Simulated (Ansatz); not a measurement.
# MgTiS3 in Pmc2_1, a phase reached by a soft mode: following an unstable mode

Which phase does MgTiS3 in Pmc2_1, a phase reached by a soft mode fall into along its unstable mode, and how much energy does it gain?

Main program and level: Ansatz 0.2.0; DFT PBE, scalar-relativistic, plane waves, PAW; PAW set soft_1.

The structure was built from a prototype and need not be the compound's stable phase.

## 1. The starting structure

The structure is orthorhombic, space group Pmc2_1 (No. 26). The conventional cell has a = 4.178 Å, b = 8.211 Å, c = 6.393 Å, α = 90.00°, β = 90.00°, γ = 90.00°. Nearest to Mg lie 4 S at 2.47 to 2.61 Å. Ti has 5 S at 2.20 to 2.44 Å nearest. S has 2 Ti at 2.20 to 2.43 Å nearest. S has 1 Ti at 2.36 Å and 2 Mg at 2.47 Å nearest. Nearest to S lie 2 Ti at 2.44 Å and 2 Mg at 2.52 to 2.61 Å. Farther neighbours and most contacts between anions are not listed.

## 2. Zone-centre response

This phase was reached earlier by freezing in an unstable mode of a structure of higher symmetry and relaxing. Its zone-centre modes can show that it is still unstable.

input.yaml reads:

```yaml
crystal:
  lattice:
    - [4.1783628132, 0.0, 0.0]
    - [0.0, 8.2114531598, 0.0]
    - [0.0, 0.0, 6.3926448481]
  atoms:
    - { symbol: Mg, position: [0.0, 0.1196638196, 0.9636330595] }
    - { symbol: Mg, position: [0.0, 0.8803361804, 0.4636330595] }
    - { symbol: Ti, position: [0.5, 0.314061446, 0.4725833879] }
    - { symbol: Ti, position: [0.5, 0.685938554, 0.9725833879] }
    - { symbol: S, position: [0.5, 0.5513944136, 0.3112828426] }
    - { symbol: S, position: [0.5, 0.8453108417, 0.6653930663] }
    - { symbol: S, position: [0.5, 0.4486055864, 0.8112828426] }
    - { symbol: S, position: [0.5, 0.1546891583, 0.1653930663] }
    - { symbol: S, position: [0.0, 0.1852338109, 0.5786552645] }
    - { symbol: S, position: [0.0, 0.8147661891, 0.0786552645] }
kpoints:
  mp_grid: { grid: [6, 4, 4] }
hamiltonian:
  xc: pbe
  pseudopotentials: { kind: paw, azcp: { folder: soft_1 } }
scf:
  occupations: { method: fixed }
output:
  eigenvalues: true
phonons:
  method: dfpt
  dielectric: true
  rigid_motions: translations
```

The run is started by

```sh
$ ansatz run input.yaml --threads 4 --pin off --max-ram 16384MiB --backend cpu --events-out ev --progress --plain --runs-dir out
```

Numbers of over 12 decimals in the logs are rounded to 6 here.

Output:

```text
Engine: ansatz 0.2.0, aarch64-unknown-linux-gnu
Pseudopotentials: kind: paw
Pseudopotential: Mg, paw, valence charge 10, recommended cutoff 420 eV (normal), soft_1/Mg.paw.azcp
Pseudopotential: Ti, paw, valence charge 12, recommended cutoff 420 eV (normal), soft_1/Ti.paw.azcp
Pseudopotential: S, paw, valence charge 6, recommended cutoff 420 eV (normal), soft_1/S.paw.azcp
Functional definition: PBE
  parameter kappa = 0.804
  parameter beta = 0.066725
  exchange = pbe_x(kappa = kappa, mu = beta*pi^2/3)
  correlation = pbe_c(beta = beta)
Crystal: 10 atoms, lattice volume = 219.334 Å³
Basis set: ecut = 420 eV, 4291 PW (Γ), exchange–correlation on 60×120×96 points (8 copies of the dense FFT grid, shifted against one another)
Bands: 50, of which v1, the nominal top of the filled ones, is band 40 counted from 1 (39 counted from 0)
Symmetry: 4 space group operations
k-points: 52 of 96 (irreducible under 1 space group operation, time reversal used)
Non-local potential: Mg, projectors of the file, l = 0: 3, l = 1: 2, l = 2: 1
Non-local potential: Ti, projectors of the file, l = 0: 3, l = 1: 2, l = 2: 3, l = 3: 1
Non-local potential: S, projectors of the file, l = 0: 2, l = 1: 2, l = 2: 1
PAW form: soft (Blöchl's): semilocal exchange-correlation on the pseudo side does not see the compensation charge
PAW one-centre angular grid: Mg, 110 points (default); XC on 64 Gauss nodes
PAW one-centre angular grid: Ti, 590 points (default); XC on 64 Gauss nodes
PAW one-centre angular grid: S, 110 points (default); XC on 64 Gauss nodes
Initial density: superposition of atomic densities (chi_scale 0.1, normalization cell, long waves kept (reshape's long-wave potential 0.14 eV rms))
Initial wavefunctions: pseudopotential atomic-orbital guess
Functional: x = pbe(κ = 0.804, μ = 0.219515), c = pbe(β = 0.066725)
SCF iter   1: F=—  HF=-14271.964095 eV  |F-HF|=—  |Δ(HF+E_count)|=         —  Δρ=5.01e-2  dr2=9.36e0  ethr=3.10e-3  ⟨swp⟩=5.5  Hψ=9681  notcnv=0  defer=347
preconditioner: auto → Resta (q_TF=auto, 2.306 Å⁻¹)  ε∞=7.9  [insulator: Δε(μ)=0.753 eV  Ē_g=6.632 eV  n_scr=44 (ndim 8)  ℏωp=17.4 eV  f_vac=0.006  ε∞_Penn≈7.9]
SCF iter   2: F=—  HF=-14271.547268 eV  |F-HF|=—  |Δ(HF+E_count)|=   4.17e-1  Δρ=4.50e-2  dr2=6.22e0  ethr=3.10e-3  ⟨swp⟩=3.0  Hψ=5350  notcnv=0  defer=181
SCF iter   3: F=—  HF=-14270.738369 eV  |F-HF|=—  |Δ(HF+E_count)|=   8.09e-1  Δρ=1.71e-2  dr2=7.98e-1  ethr=3.10e-3  ⟨swp⟩=3.0  Hψ=3990  notcnv=0  defer=342
SCF iter   4: F=—  HF=-14270.664988 eV  |F-HF|=—  |Δ(HF+E_count)|=   7.34e-2  Δρ=8.22e-3  dr2=2.94e-1  ethr=9.97e-4  ⟨swp⟩=2.2  Hψ=3878  notcnv=0  defer=328
SCF iter   5: F=—  HF=-14270.649277 eV  |F-HF|=—  |Δ(HF+E_count)|=   1.57e-2  Δρ=2.05e-3  dr2=1.55e-2  ethr=3.68e-4  ⟨swp⟩=2.3  Hψ=3217  notcnv=0  defer=404
SCF iter   6: F=—  HF=-14270.654222 eV  |F-HF|=—  |Δ(HF+E_count)|=   4.95e-3  Δρ=7.96e-4  dr2=2.16e-3  ethr=1.94e-5  ⟨swp⟩=2.0  Hψ=4698  notcnv=0  defer=416
SCF iter   7: F=—  HF=-14270.656150 eV  |F-HF|=—  |Δ(HF+E_count)|=   1.93e-3  Δρ=2.22e-4  dr2=2.08e-4  ethr=2.71e-6  ⟨swp⟩=2.0  Hψ=4450  notcnv=0  defer=416
SCF iter   8: F=—  HF=-14270.656567 eV  |F-HF|=—  |Δ(HF+E_count)|=   4.17e-4  Δρ=8.47e-5  dr2=3.22e-5  ethr=2.60e-7  ⟨swp⟩=2.0  Hψ=3659  notcnv=0  defer=204
SCF iter   9: F=—  HF=-14270.656610 eV  |F-HF|=—  |Δ(HF+E_count)|=   4.36e-5  Δρ=2.17e-5  dr2=2.28e-6  ethr=4.03e-8  ⟨swp⟩=2.0  Hψ=3604  notcnv=0  defer=119
SCF iter  10: F=—  HF=-14270.656644 eV  |F-HF|=—  |Δ(HF+E_count)|=   3.31e-5  Δρ=8.04e-6  dr2=2.37e-7  ethr=2.85e-9  ⟨swp⟩=2.0  Hψ=3764  notcnv=0  defer=118
SCF iter  11: F=—  HF=-14270.656644 eV  |F-HF|=—  |Δ(HF+E_count)|=   7.72e-8  Δρ=2.35e-6  dr2=1.79e-8  ethr=2.96e-10  ⟨swp⟩=2.0  Hψ=3586  notcnv=0  defer=118
SCF iter  12: F=—  HF=-14270.656644 eV  |F-HF|=—  |Δ(HF+E_count)|=   7.83e-9  Δρ=7.20e-7  dr2=1.67e-9  ethr=2.24e-11  ⟨swp⟩=2.0  Hψ=3888  notcnv=0  defer=118
SCF iter  13: F=—  HF=-14270.656644 eV  |F-HF|=—  |Δ(HF+E_count)|=  9.13e-10  Δρ=6.93e-7  dr2=1.85e-9  ethr=2.08e-12  ⟨swp⟩=2.0  Hψ=4005  notcnv=0  defer=118
SCF iter  14: F=—  HF=-14270.656644 eV  |F-HF|=—  |Δ(HF+E_count)|=  1.49e-10  Δρ=1.85e-7  dr2=1.24e-10  ethr=2.08e-12  ⟨swp⟩=2.1  Hψ=3203  notcnv=0  defer=118
SCF iter  15: F=-14270.656644 eV  HF=-14270.656644 eV  |F-HF|=3.64e-12  |Δ(HF+E_count)|=  9.09e-12  Δρ=3.10e-8  dr2=3.34e-12  ethr=1.00e-12  ⟨swp⟩=15.5  Hψ=15767  notcnv=0
SCF 1 converged in 15 iterations: F = -14270.656644 eV  dr2 = 3.34e-12
  greatest PAW one-centre occupation: 1.000 electrons in one spin orbital (limit 2), on the Mg atom at site 1 (counted from 0), in its partial waves of l = 0
DFPT response loops at Γ: preconditioner auto → Resta (q_TF=auto, 2.306 Å⁻¹)  ε∞=7.4 (no band partly filled); β = 1.00, the filter's whole step (`scf.mixing.beta` (0.50) is not read by the response loops at its default; to damp them type it under 1.00, their step now; it binds the ground state too); Broyden in place of MSR1
── the response to a field inside a basis, on 10×6×8 k-points: an SCF that follows is theirs, and a resumed run solves both again ──
Bands: 41, of which v1, the nominal top of the filled ones, is band 40 counted from 1 (39 counted from 0)
k-points: 60 of 480 (time reversal used)
Initial density: handed on by an earlier stage of this run
Initial wavefunctions: pseudopotential atomic-orbital guess (no wavefunctions were taken with the density)
Eigensolver: Dense (60 Hₖ)
SCF iter   1: F=—  HF=-14270.544030 eV  |F-HF|=—  |Δ(HF+E_count)|=         —  Δρ=3.03e-4  dr2=8.05e-5  ethr=1.00e-1
preconditioner: auto → Resta (q_TF=auto, 2.306 Å⁻¹)  ε∞=9.7  [insulator: Δε(μ)=1.162 eV  Ē_g=5.905 eV  n_scr=44 (ndim 8)  ℏωp=17.4 eV  f_vac=0.036  ε∞_Penn≈9.7]
SCF iter   2: F=—  HF=-14270.544078 eV  |F-HF|=—  |Δ(HF+E_count)|=   4.83e-5  Δρ=1.73e-4  dr2=2.69e-5  ethr=1.01e-7
SCF iter   3: F=—  HF=-14270.544099 eV  |F-HF|=—  |Δ(HF+E_count)|=   2.04e-5  Δρ=1.06e-4  dr2=2.98e-5  ethr=3.37e-8
SCF iter   4: F=—  HF=-14270.544100 eV  |F-HF|=—  |Δ(HF+E_count)|=   1.71e-6  Δρ=1.47e-5  dr2=8.19e-7  ethr=3.37e-8
SCF iter   5: F=-14270.544101 eV  HF=-14270.544101 eV  |F-HF|=2.35e-8  |Δ(HF+E_count)|=   1.93e-7  Δρ=4.21e-6  dr2=8.76e-8  ethr=1.02e-9
SCF 1 converged in 5 iterations: F = -14270.544101 eV  dr2 = 8.76e-8
DFPT response loops at Γ: preconditioner auto → Resta (q_TF=auto, 2.306 Å⁻¹)  ε∞=7.2 (no band partly filled); β = 1.00, the filter's whole step (`scf.mixing.beta` (0.50) is not read by the response loops at its default; to damp them type it under 1.00, their step now; it binds the ground state too); Broyden in place of MSR1
WARN: field response: ε∞ stands inside a basis, on 10×6×8 points; the force constants stand on the 6×4×4 k-mesh, whose period is 10.61 times the interband length at k = (0.0000, -0.5000, 0.0000), direct gap 1.284 eV, under 14: take them and everything formed from them as unconverged, and compare with a denser kpoints.mp_grid
SCF converged after 15 iterations
Free energy (F): -14270.656644 eV
Harris-Foulkes:  -14270.656644 eV  (|F-HF|=3.64e-12)
Internal energy: -14270.656644 eV  (E = F + TS)
E sigma→0 (E₀):  -14270.656644 eV
Fermi energy:    5.337248 eV
--- Per-component energies (eV) ---
  E_band       = -1234.726000
  E_kinetic    = 1334.060317
  E_local      = -7170.384761  (includes V_loc(G=0)·N_el)
  E_nonlocal   = 715.051422
  E_hartree    = 2616.992224
  E_xc         = -819.518262
  E_vxc        = -856.164879  (∫ρ·V_xc dr)
  E_paw        = -6336.485539  (= ΣΔE_a)
  E_vpaw       = -491.272153  (= ΣTr[D̂ρ^β])
  E_aug_tail   = -0.000450  (compensation charges beyond the density's cutoff)
  E_ewald      = -4610.371594
  E_smearing   = -0.000000  (= −TS)
  E_closure    = -0.000000  (closes the sum)
  Σ components = -14270.656644   (vs F -14270.656644, Δ=0.00e0)
--- Band table (eV; the first three rows and the last of 52) ---
  k-point 0: bands = [... 36 lower, 4.4443, 4.8020, 4.8808, 5.2849, 6.6701, 6.7397, 6.9053, 7.0014, ... 6 higher]
  k-point 1: bands = [... 36 lower, 4.1661, 4.7440, 4.7984, 4.9418, 6.6738, 6.8211, 7.0145, 7.0807, ... 6 higher]
  k-point 2: bands = [... 36 lower, 4.5237, 4.5237, 4.7821, 4.7821, 6.7043, 6.7043, 7.0933, 7.0933, ... 6 higher]
  k-point 51: bands = [... 36 lower, 4.1169, 4.1169, 4.6952, 4.6952, 6.6236, 6.6236, 6.6860, 6.6860, ... 6 higher]
--- Phonons (Γ-DFPT): 15 representative perturbations + reference, on 52 of 96 k-points (Σ response iterations 46) ---
  k mesh reduced under 1 symmetry operation, with k and −k counted as one. Each operation leaves every solved perturbation unchanged. A smaller set is not considered because the run solves the response to a homogeneous field
  ASR residual: 5.569e-5 → 0.000e0 eV/Å²; symmetrization residual: 1.283e-5 eV/Å²
  ASR residual per site (eV/Å²): 5.57e-5 5.57e-5 4.48e-5 4.48e-5 1.26e-5 2.84e-5 1.26e-5 2.84e-5 4.71e-5 4.71e-5
  Γ frequencies (cm⁻¹): -21.19 0.00 0.00 0.00 61.15 63.86 79.92 82.46 99.45 128.72 130.42 154.41 156.52 180.06 197.92 209.28 215.18 220.31 236.12 293.68 301.26 303.11 314.00 324.08 324.69 339.28 342.71 350.94 410.93 469.10
  ε∞ (high-frequency dielectric tensor):
        7.231783     0.000000     0.000000
        0.000000     9.449763     0.000000
        0.000000     0.000000    11.402798
  softest optical mode at Γ: -21.19 cm⁻¹; the repairs (sum rule, projections) moved no ω² at Γ by more than (2.24 cm⁻¹)²
  Born effective charges Z* (e; rows j = field, columns β = displacement):
    site 0:
         2.27143   -0.00000    0.00000
        -0.00000    2.99627   -0.00756
        -0.00000   -0.07761    2.55154
    site 1:
         2.27143    0.00000    0.00000
         0.00000    2.99627    0.00756
        -0.00000    0.07761    2.55154
    site 2:
         3.42511    0.00000    0.00000
         0.00000    4.29138    1.73440
        -0.00000    0.26475    5.69690
    site 3:
         3.42511   -0.00000    0.00000
        -0.00000    4.29138   -1.73440
        -0.00000   -0.26475    5.69690
    site 4:
        -0.61750   -0.00000   -0.00000
         0.00000   -2.36365    1.96720
        -0.00000    3.13755   -3.60636
    site 5:
        -2.22040   -0.00000    0.00000
         0.00000   -2.69018    1.42957
        -0.00000    1.21771   -2.88171
    site 6:
        -0.61750   -0.00000    0.00000
         0.00000   -2.36365   -1.96720
         0.00000   -3.13755   -3.60636
    site 7:
        -2.22040   -0.00000    0.00000
        -0.00000   -2.69018   -1.42957
        -0.00000   -1.21771   -2.88171
    site 8:
        -2.85864    0.00000    0.00000
         0.00000   -2.23381    0.19782
         0.00000    0.47287   -1.76038
    site 9:
        -2.85864   -0.00000    0.00000
         0.00000   -2.23381   -0.19782
         0.00000   -0.47287   -1.76038
  Z* charge neutrality: 9.365e-3 e pre-enforcement
  solved inside a basis spanned on kpoints, on 10×6×8 k-points, its susceptibility summed on 12×6×8: ε∞ is read to err by 5.3e-2, Z* by 2.4e-2 e (field_mesh: kpoints solves on kpoints); Z* is corrected for what the basis lacks
  optical modes at Γ without the LO–TO term, one row a degenerate level:
      ω (cm⁻¹)  modes    IR ((D/Å)²/amu)
        -21.19      1             0.0000
         61.15      1             0.0000
         63.86      1            13.0642
         79.92      1             0.1161
         82.46      1             0.1315
         99.45      1             0.0000
        128.72      1             0.0054
[...]
optical modes at Γ + LO–TO along q̂ = [1.0000, 0.0000, 0.0000]:
      ω (cm⁻¹)  modes    IR ((D/Å)²/amu)
[...]
optical modes at Γ + LO–TO along q̂ = [0.0000, 1.0000, 0.0000]:
      ω (cm⁻¹)  modes    IR ((D/Å)²/amu)
[...]
optical modes at Γ + LO–TO along q̂ = [0.0000, 0.0000, 1.0000]:
      ω (cm⁻¹)  modes    IR ((D/Å)²/amu)
[...]
246.50      1             2.6101
        301.26      1             0.2973
        303.11      1             3.3873
        304.34      1             2.6690
        314.00      1            30.9202
        324.08      1             0.0000
        324.69      1            16.4388
        339.28      1             0.0000
        350.94      1             8.7713
        388.53      1            16.1786
        450.58      1            73.1511
        469.10      1            12.0878
```

It took 7.3 min on 4 threads of Arm Neoverse V1, shared host; peak memory 2.8 GiB; 29 min of CPU time.

This step gave:

```
gap on the k-mesh                                       : 1.108 eV
volume per atom                                         : 21.93 Å³
sum-rule residual before enforcement                    : 5.57e-5 eV/Å²
miss of the charge sum rule                             : 0.009365 e
estimated error of the dielectric tensor                : 0.05312
estimated error of the Born charges                     : 0.02378 e
point group                                             : mm2
highest optical mode at the zone centre (no LO-TO term) : 469.1 cm⁻¹
lowest optical zone-centre mode                         : -21.19 cm⁻¹
mean high-frequency dielectric constant                 : 9.361
largest Born charge (third of the trace)                : 4.471 e
top of the zone-centre spectrum with the field          : 489 cm⁻¹
```

Patterns of degenerate modes are one choice out of their space. The modes at Γ (shares of kinetic energy by element, %) (negative means imaginary):

```csv
mode,frequency (cm⁻¹),symmetry,Mg %,Ti %,S %
1,-21.2,A2,8,3,89
2,0.0,acoustic,14,28,57
3,0.0,acoustic,14,28,57
4,0.0,acoustic,14,28,57
5,61.1,A2,39,9,52
6,63.9,B2,29,9,62
7,79.9,A1,57,2,41
8,82.5,B1,25,3,72
9,99.5,A2,4,55,41
10,128.7,A1,22,6,72
11,130.4,B1,10,36,54
12,154.4,B2,50,16,34
13,156.5,A1,6,9,85
14,180.1,B2,1,7,92
15,197.9,A1,27,28,45
16,209.3,B2,4,30,66
17,215.2,B2,25,7,68
18,220.3,A1,10,10,81
19,236.1,A1,7,41,51
20,293.7,A1,56,1,44
21,301.3,B2,74,7,19
22,303.1,B2,1,31,68
23,314.0,B1,46,6,47
24,324.1,A2,48,1,51
25,324.7,B2,0,33,67
26,339.3,A2,2,31,67
27,342.7,A1,0,21,79
28,350.9,B1,4,27,69
29,410.9,A1,0,54,46
30,469.1,B2,1,32,67
```

Displacements in mode 1 (-21.2 cm⁻¹), the largest set to 1:
```
Mg1 -0.37  0.00  0.00
Mg2  0.37  0.00  0.00
Ti3  0.17  0.00  0.00
Ti4 -0.17  0.00  0.00
S5   1.00  0.00  0.00
S6   0.37  0.00  0.00
S7  -1.00  0.00  0.00
S8  -0.37  0.00  0.00
S9   0.00  0.00  0.00
S10  0.00  0.00  0.00
```

Displacements in mode 8 (82.5 cm⁻¹), the largest set to 1:
```
Mg1 -0.83  0.00  0.00
Mg2 -0.83  0.00  0.00
Ti3  0.19  0.00  0.00
Ti4  0.19  0.00  0.00
S5   1.00  0.00  0.00
S6  -0.70  0.00  0.00
S7   1.00  0.00  0.00
S8  -0.70  0.00  0.00
S9   0.04  0.00  0.00
S10  0.04  0.00  0.00
```

Before it was imposed, the acoustic sum rule was missed by 5.6e-5 eV/Å² and the charge sum rule by 0.0094 e. Small misses are needed for a sound result but don't prove that mesh and cutoff are converged. The lowest optical mode is imaginary, 21.2i cm⁻¹, so the energy falls along it.

The log warns of the k mesh: “the force constants stand on the 6×4×4 k-mesh, whose period is 10.61 times the interband length at k = (0.0000, -0.5000, 0.0000), direct gap 1.284 eV, under 14: take them and everything formed from them as unconverged”.

## 3. The mode frozen in, largest atomic shift 0 Å

The mode followed lies at Γ with frequency 21.2i cm⁻¹, the softest among the wavevectors solved. At small amplitude the distorted cell has space group no. 4 by a symmetry search on the positions. The undistorted cell that holds it gives the zero of energy on the same k mesh.

Changes to input.yaml since step 2:

```diff
@@ -22,8 +22,6 @@
 scf:
-  occupations: { method: fixed }
+  occupations: { method: gaussian, width: 0.02 }
 output:
+  forces: true
+  stress: true
   eigenvalues: true
-phonons:
-  method: dfpt
-  dielectric: true
-  rigid_motions: translations
```

Output:

```text
[...]
Crystal: 10 atoms, lattice volume = 219.334 Å³
Basis set: ecut = 420 eV, 4291 PW (Γ), exchange–correlation on 60×120×90 points (8 copies of the dense FFT grid, shifted against one another)
Bands: 50, of which v1, the nominal top of the filled ones, is band 40 counted from 1 (39 counted from 0)
Symmetry: 4 space group operations
[...]
k-point 0: bands = [... 36 lower, 4.4443, 4.8020, 4.8808, 5.2850, 6.6701, 6.7397, 6.9052, 7.0013, ... 5 higher]
  k-point 1: bands = [... 36 lower, 4.1661, 4.7441, 4.7984, 4.9418, 6.6738, 6.8211, 7.0145, 7.0807, ... 5 higher]
  k-point 2: bands = [... 36 lower, 4.5237, 4.5237, 4.7821, 4.7821, 6.7043, 6.7043, 7.0933, 7.0933, ... 5 higher]
  k-point 35: bands = [... 36 lower, 4.1169, 4.1169, 4.6952, 4.6952, 6.6236, 6.6236, 6.6860, 6.6860, ... 5 higher]
[key lines of the parts left out:]
SCF converged after 9 iterations
Free energy (F): -14270.656644 eV
Fermi energy:    5.891371 eV
P = ⅓ Tr σ = 0.0008 GPa (0.008 kbar)
```

The job ended after 9.6 s (4 threads; peak memory 0.67 GiB; 38 s of CPU time).

Numbers from this step:

| Quantity | Value |
| --- | --- |
| pressure | 8.08e-4 GPa |
| energy from the undistorted cell | 0 meV/atom |

At this level the gap is 1.11 eV on the k-mesh of the self-consistent run, which can miss the band edges.

## 4. The mode frozen in, largest atomic shift 0.08 Å

The atoms are moved along the unstable eigenvector, the largest shift by 0.08 Å, with the cell fixed.

input.yaml, the sections that differ from step 3:

```yaml
crystal:
  lattice:
    - [4.1783628132, 0.0, 0.0]
    - [0.0, 8.2114531598, 0.0]
    - [0.0, 0.0, 6.3926448481]
  atoms:
    - { symbol: Mg, position: [0.0070407163, 0.1196638196, 0.9636330595] }
    - { symbol: Mg, position: [-0.0070407163, 0.8803361804, 0.4636330595] }
    - { symbol: Ti, position: [0.496692161, 0.314061446, 0.4725833879] }
    - { symbol: Ti, position: [0.503307839, 0.685938554, 0.9725833879] }
    - { symbol: S, position: [0.480853745, 0.5513944136, 0.3112828426] }
    - { symbol: S, position: [0.4928806573, 0.8453108417, 0.6653930663] }
    - { symbol: S, position: [0.519146255, 0.4486055864, 0.8112828426] }
    - { symbol: S, position: [0.5071193427, 0.1546891583, 0.1653930663] }
    - { symbol: S, position: [-4.74154e-05, 0.1852338109, 0.5786552645] }
    - { symbol: S, position: [4.74154e-05, 0.8147661891, 0.0786552645] }
# kpoints, hamiltonian, scf, output: as in step 3
```

Output:

```text
[...]
Crystal: 10 atoms, lattice volume = 219.334 Å³
Basis set: ecut = 420 eV, 4291 PW (Γ), exchange–correlation on 60×120×90 points (8 copies of the dense FFT grid, shifted against one another)
Bands: 50, of which v1, the nominal top of the filled ones, is band 40 counted from 1 (39 counted from 0)
Symmetry: 2 space group operations
[...]
k-point 0: bands = [... 36 lower, 4.4435, 4.8031, 4.8813, 5.2735, 6.6665, 6.7436, 6.8836, 7.0182, ... 5 higher]
  k-point 1: bands = [... 36 lower, 4.1847, 4.7457, 4.8000, 4.9407, 6.6679, 6.8098, 7.0254, 7.0901, ... 5 higher]
  k-point 2: bands = [... 36 lower, 4.5273, 4.5273, 4.7846, 4.7846, 6.6973, 6.6973, 7.1035, 7.1035, ... 5 higher]
  k-point 41: bands = [... 36 lower, 4.1205, 4.1205, 4.6961, 4.6961, 6.6197, 6.6197, 6.6904, 6.6904, ... 5 higher]
[key lines of the parts left out:]
SCF converged after 9 iterations
Free energy (F): -14270.656964 eV
Fermi energy:    5.878778 eV
P = ⅓ Tr σ = -0.0317 GPa (-0.317 kbar)
```

Run time: 11 s. Hardware: 4 threads; peak memory 0.7 GiB; 45 s of CPU time.

Numbers from this step:

```
pressure                         : -0.03172 GPa
gap on the k-mesh                : 1.103 eV
energy from the undistorted cell : -0.032 meV/atom
```

The energy, extrapolated to zero smearing, is -0.03 meV/atom against the undistorted cell.

The run ends at a pressure of -0.03 GPa, with forces up to 0.011 eV/Å.

[end of part 1 of 3]

[Logs are printed without paths, hosts, clocks, repeated set-up lines and the standing remarks that a program may print on its own settings, such as how far it seeks lower states.]

[Hosts, paths, dates, database ids (printed as entryN), source tags and the programs' standing remarks are cut or masked in the printed files.]
